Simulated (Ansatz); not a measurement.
## MgH2 (P4_2/mnm): the dielectric response by several routes

Wanted: ε∞ of MgH2 (P4_2/mnm) from perturbation theory, a sum over states and the RPA step of G0W0, with cost.

Method: linear response on PBE, plane waves, PAW, in Ansatz 0.2.0.

Most raw output is cut from this account.

### 1. The starting structure

The structure is tetragonal, space group P4_2/mnm (No. 136). Conventional cell: a = 4.517 Å, b = 4.517 Å, c = 3.021 Å, α = 90.00°, β = 90.00°, γ = 90.00°. Nearest to Mg lie 6 H at 1.95 Å. H has 3 Mg at 1.95 Å nearest. Farther neighbours are not listed.

The cell and positions come from the Crystallography Open Database and are kept as given unless a step says otherwise. The default PAW set here is soft_2. Its files were made with PBE.

### 2. Response to a homogeneous field

The response to a uniform field gives ε∞, a yardstick for the screening that GW builds on its mesh.

This step: dielectric response by perturbation theory, PBE, plane waves, PAW.

The input, input.yaml:

```yaml
crystal:
  lattice:
    - [4.5168, 0.0, 0.0]
    - [0.0, 4.5168, 0.0]
    - [0.0, 0.0, 3.0205]
  atoms:
    - { symbol: Mg, position: [0.0, 0.0, 0.0] }
    - { symbol: Mg, position: [0.5, 0.5, 0.5] }
    - { symbol: H, position: [0.306, 0.306, 0.0] }
    - { symbol: H, position: [0.194, 0.806, 0.5] }
    - { symbol: H, position: [0.694, 0.694, 0.0] }
    - { symbol: H, position: [0.806, 0.194, 0.5] }
kpoints:
  mp_grid: { grid: [6, 6, 8] }
hamiltonian:
  xc: pbe
scf:
  occupations: { method: fixed }
dielectric: {}
```

Launch:

```bash
ansatz run input.yaml --threads 3 --pin off --max-ram 92160MiB --backend cuda --events-out ev --progress --plain --runs-dir out --devices 1 --max-vram 13GiB  # rebuilt from the run's record
```

Run time: 18 s. Hardware: 1 × NVIDIA H100 80GB HBM3 (shared by 6 runs) with 3 threads of AMD EPYC 7R13 (Zen 3), shared host; peak memory 1.2 GiB; 33 s of CPU time.

This step gave:

- stated error of ε∞: 0.009

One over ε∞ averages 0.25, near the quarter of exact exchange in PBE0.

High-frequency dielectric tensor:

```
3.95 0.00 0.00
0.00 3.95 0.00
0.00 0.00 4.00
```

Born effective charge (e), principal values of the symmetric part by kind of site:

| atom | atoms with these values | low | middle | high | mean |
| --- | --- | --- | --- | --- | --- |
| Mg1 | 2 | 1.74 | 1.97 | 2.01 | 1.91 |
| H3 | 4 | -1.16 | -0.99 | -0.71 | -0.95 |

In full for Mg1:

```
1.87 0.14 0.00
0.14 1.87 0.00
0.00 0.00 1.97
```

### 3. Independent-particle spectrum

The independent-particle spectrum shows where the oscillator strength lies, before excitons and local fields.

This step: independent-particle optics on PBE, plane waves, PAW.

input.yaml: that of step 2 with these lines changed.

```diff
@@ -18,2 +18,4 @@
   occupations: { method: fixed }
-dielectric: {}
+  n_extra_bands: 42
+output:
+  optics: { e_range: [0, 25], de: 0.1, sigma: 0.2 }
```

Run time: 18 s. Hardware: 1 × NVIDIA H100 80GB HBM3 (shared by 6 runs) with 3 threads; peak memory 1.3 GiB; 33 s of CPU time.

Numbers from this step:

```
ε∞ without local fields (xx, yy, zz)                                   : 4.006, 4.006, 4.077
electrons in the f-sum (xx, yy, zz)                                    : 11.94, 11.94, 11.82
bands in the explicit sum (the static value is completed to all bands) : 54
```

The sum gives ε∞ = 4.01 and 4.08 without local fields.

Independent particles, no local fields, Gaussian width 0.2 eV. The ε₂ by photon energy; read off at these points:

```csv
photon energy (eV),xx=yy,zz
4.0,6.3e-5,0
5.0,3.79,2.49
5.8,10.5,14.1
6.0,12.0,12.9
7.0,6.59,7.09
8.0,3.93,4.46
9.0,2.24,2.19
10.0,1.65,1.41
11.0,0.974,0.960
12.0,0.654,0.696
13.0,0.524,0.498
14.0,0.397,0.382
15.0,0.310,0.312
16.0,0.228,0.236
17.0,0.192,0.199
18.0,0.116,0.171
19.0,0.145,0.143
20.0,0.120,0.122
21.0,0.107,0.0948
22.0,0.0927,0.0904
23.0,0.0784,0.0818
24.0,0.0674,0.0688
25.0,0.0616,0.0535
```

Independent particles, no local fields, Gaussian width 0.2 eV. Table of loss function by photon energy; read off at these points:

```csv
photon energy (eV),xx=yy,zz
4.00,0,0
4.50,0.00658,6.4e-4
5.00,0.0349,0.0186
5.50,0.0524,0.0446
6.00,0.0707,0.0767
6.50,0.103,0.131
7.00,0.142,0.140
7.50,0.179,0.146
8.00,0.197,0.150
8.50,0.268,0.223
9.00,0.334,0.288
9.50,0.366,0.336
10.00,0.386,0.411
10.50,0.472,0.511
11.00,0.604,0.660
11.50,0.774,0.762
12.00,1.02,0.939
12.50,1.42,1.24
13.00,1.73,1.65
13.50,2.08,2.12
14.00,2.51,2.61
14.50,2.79,2.77
15.00,2.84,2.90
15.20,2.84,2.91
15.50,2.64,2.71
16.00,2.05,2.21
16.50,1.61,1.63
17.00,1.37,1.26
17.50,0.955,1.09
18.00,0.545,0.882
18.50,0.596,0.769
19.00,0.547,0.623
19.50,0.449,0.458
20.00,0.379,0.415
20.50,0.331,0.366
21.00,0.293,0.282
21.50,0.264,0.268
22.00,0.231,0.237
22.50,0.201,0.208
23.00,0.176,0.192
23.50,0.159,0.161
24.00,0.139,0.147
24.50,0.126,0.149
25.00,0.119,0.111
```

Independent particles, no local fields, Gaussian width 0.2 eV. The ε₁ by photon energy:

```csv
photon energy (eV),xx=yy,zz
0.0,3.99,4.06
0.5,4.01,4.08
1.0,4.06,4.13
1.5,4.16,4.23
2.0,4.31,4.38
2.5,4.53,4.60
3.0,4.85,4.92
3.5,5.33,5.40
4.0,6.17,6.17
4.5,8.18,7.77
5.0,9.70,11.3
5.5,9.20,11.1
6.0,5.08,1.29
6.5,-1.10,-0.0836
7.0,-1.75,-0.421
7.5,-2.02,-1.91
8.0,-2.12,-3.14
8.5,-1.72,-2.21
9.0,-1.30,-1.68
9.5,-1.13,-1.46
10.0,-1.24,-1.20
10.5,-1.05,-0.967
11.0,-0.814,-0.730
11.5,-0.632,-0.608
12.0,-0.459,-0.507
12.5,-0.295,-0.362
13.0,-0.170,-0.232
13.5,-0.102,-0.130
14.0,-0.0210,-0.0268
14.5,0.0560,0.0458
15.0,0.113,0.101
15.5,0.175,0.167
16.0,0.243,0.226
16.5,0.296,0.290
17.0,0.322,0.344
17.5,0.368,0.380
18.0,0.447,0.405
18.5,0.496,0.438
19.0,0.494,0.457
19.5,0.521,0.499
20.0,0.549,0.529
20.5,0.573,0.546
21.0,0.593,0.572
21.5,0.612,0.603
22.0,0.627,0.611
22.5,0.645,0.632
23.0,0.663,0.647
23.5,0.677,0.660
24.0,0.692,0.681
24.5,0.708,0.686
25.0,0.716,0.691
```

### 4. RPA screening from the G0W0 run

Now the one-shot GW correction: screening in the RPA, then the self-energy of the levels asked for.

This step: G0W0 on PBE, plane waves, PAW.

input.yaml, the sections that differ from step 3:

```yaml
kpoints:
  mp_grid: { grid: [4, 4, 6] }
scf:
  occupations: { method: fixed }
gw:
  n_empty_bands: 395
  ecut_chi: 200.0
  qp_bands: [v2, c2]
  qp_kpoints: band_edges
  screening: { model: contour_deformation }
# crystal, hamiltonian: as in step 3
# output: removed
```

It took 29 s on 1 × NVIDIA H100 80GB HBM3 (shared by 6 runs) with 3 threads; peak memory 1.7 GiB.

This step gave:

| Quantity | Value |
| --- | --- |
| bands summed | 407 |
| RPA ε∞ on this mesh (eigenvalues) | 3.655, 3.655, 3.667 |
| plane waves in the screening matrix | 391 |
| G0W0 gap on the mesh | 5.986 eV |
| k of the valence top | 0, 0.25, 0 |
| k of the conduction bottom | -0.5, -0.5, -0.5 |
| starting gap on the mesh | 3.908 eV |
| least direct G0W0 gap on the computed points | 6.766 eV |

The gap on the mesh goes from 3.91 eV to 5.99 eV, a correction of +2.08 eV. Between the two edge states, bare exchange in place of the xc potential would open the gap by 7.81 eV, and correlation takes back 5.74 eV.

Mean over the mesh in bins of 0.25 1/Å. Table of static inverse dielectric function, diagonal by length of q+G:

| length of q+G (Å⁻¹) | static inverse dielectric function, diagonal |
| --- | --- |
| 0.35 | 0.301 |
| 0.54 | 0.339 |
| 0.80 | 0.398 |
| 1.05 | 0.461 |
| 1.25 | 0.511 |
| 1.51 | 0.572 |
| 1.78 | 0.634 |
| 2.01 | 0.682 |
| 2.25 | 0.727 |
| 2.52 | 0.774 |
| 2.76 | 0.815 |
| 2.99 | 0.849 |
| 3.25 | 0.882 |
| 3.51 | 0.908 |
| 3.74 | 0.925 |
| 3.99 | 0.940 |
| 4.25 | 0.951 |
| 4.50 | 0.960 |
| 4.75 | 0.967 |
| 5.00 | 0.972 |
| 5.25 | 0.977 |
| 5.51 | 0.980 |
| 5.75 | 0.983 |
| 6.00 | 0.986 |
| 6.25 | 0.988 |
| 6.49 | 0.990 |
| 6.75 | 0.992 |
| 7.00 | 0.994 |
| 7.19 | 0.994 |

### 5. The values together

Times are wall times on 1 × NVIDIA H100 80GB HBM3 (shared by 6 runs) with 3 threads of AMD EPYC 7R13 (Zen 3), shared host, good to a factor of about two.

```
                                          method                            mesh  ε∞, low  middle  high  mean  time
perturbation theory (local fields and xc kernel)  6×6×8 (response on 288 points)     3.95    3.95  4.00  3.97  18 s
               sum over states (no local fields)                           6×6×8     4.01    4.01  4.08  4.03  18 s
           RPA with local fields, on the GW mesh                           4×4×6     3.66    3.66  3.67  3.66  29 s
```

### 6. Summary of results

```yaml
perturbation_theory_local_fields_and_xc_kernel: 3.95, 3.95, 4.00
sum_over_states_no_local_fields: 4.01, 4.01, 4.08
rpa_with_local_fields_on_the_gw_mesh: 3.66, 3.66, 3.67
```

Mean Born effective charge: Mg1 1.91, H3 -0.95 e. The ε₂ (xx=yy) has its highest peak at 6.1 eV. The loss function (xx=yy) has its highest peak at 15 eV. The sum without local fields gives 4.03 in the mean against 3.97 by perturbation theory; local fields lower ε∞ and the xc kernel gives part of it back, though the sum also carries the error of its own mesh. The RPA values on the 4×4×6 mesh average 0.92 times those of perturbation theory (means 3.66 and 3.97). Without the xc kernel RPA should lie a little lower, as the mean does. PBE usually puts the gap too low, which tends to raise ε∞. Ions are clamped, so the lattice part of the static constant is not in these numbers.

[Paths, hosts, dates, memory and timing lines, banners, echoed tables and standing remarks are left out of the program output.]

[Logs are printed without paths, hosts, clocks, repeated set-up lines and the standing remarks that a program may print on its own settings, such as how far it seeks lower states.]

[Runs of the session that timed out or met a known fault of the program may be left out.]

[Cells called generated may have been cut or substituted from an entry of the Crystallography Open Database or the Materials Project.]

[Hosts, paths, dates, database ids (printed as entryN), source tags and the programs' standing remarks are cut or masked in the printed files.]
